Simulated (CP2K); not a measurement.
Consider borylacetaldehyde at its PBE geometry (Å).

```xyz
9

B     1.1694    0.2400    0.5464
C     0.0459   -0.5078   -0.2349
C    -1.2764    0.2087   -0.2390
O    -2.3157   -0.2580    0.1982
H     1.1485    1.4358    0.6291
H     2.0829   -0.3693    1.0206
H     0.4610   -0.4247   -1.2670
H    -0.0676   -1.5745   -0.0048
H    -1.2479    1.2498   -0.6486
```

Method: CP2K XAS_TDP, all-electron GAPW, PBEh(45%), aug-cc-pVDZ, TDA, GW2X-corrected core level, no relativity.

Q: Where do the O K-edge lines lie, and how strong are they?

Leading lines: O4 531.48 eV. The leading line of an atom is its first one with 35 % of the strongest within 2.5 eV of its lowest line over the strength cut. Core ionisation energies at this level: O4 538.07 eV.

The first six lines of each atom with a strength over 0.0015:

| atom | energy (eV) | states | strength, one atom | above the computed threshold |
| --- | --- | --- | --- | --- |
| O4 (bonded to C) | 531.48 | 1 | 0.0452 |  |
|  | 537.98 | 1 | 0.0027 |  |
|  | 538.16 | 1 | 0.0016 | yes |
|  | 539.56 | 1 | 0.0032 | yes |
|  | 539.86 | 1 | 0.0024 | yes |
|  | 540.33 | 1 | 0.0075 | yes |

Lines are vertical, at one geometry, with no vibrational structure. GW2X ionisation energies and lines can be off by 1 to 2 eV either way, and a good line position may hide errors that cancel. These values hold no scalar relativity, about 0.4 eV for O 1s. Rydberg lines, and the discretised continuum above threshold, depend on the basis and the box.

[Banner, clock and machine lines of the logs are left out without a mark of their own.]

[Logs are printed without paths, hosts, clocks, repeated set-up lines and the standing remarks that a program may print on its own settings, such as how far it seeks lower states.]

[Hosts, paths, dates, database ids (printed as entryN), source tags and the programs' standing remarks are cut or masked in the printed files.]
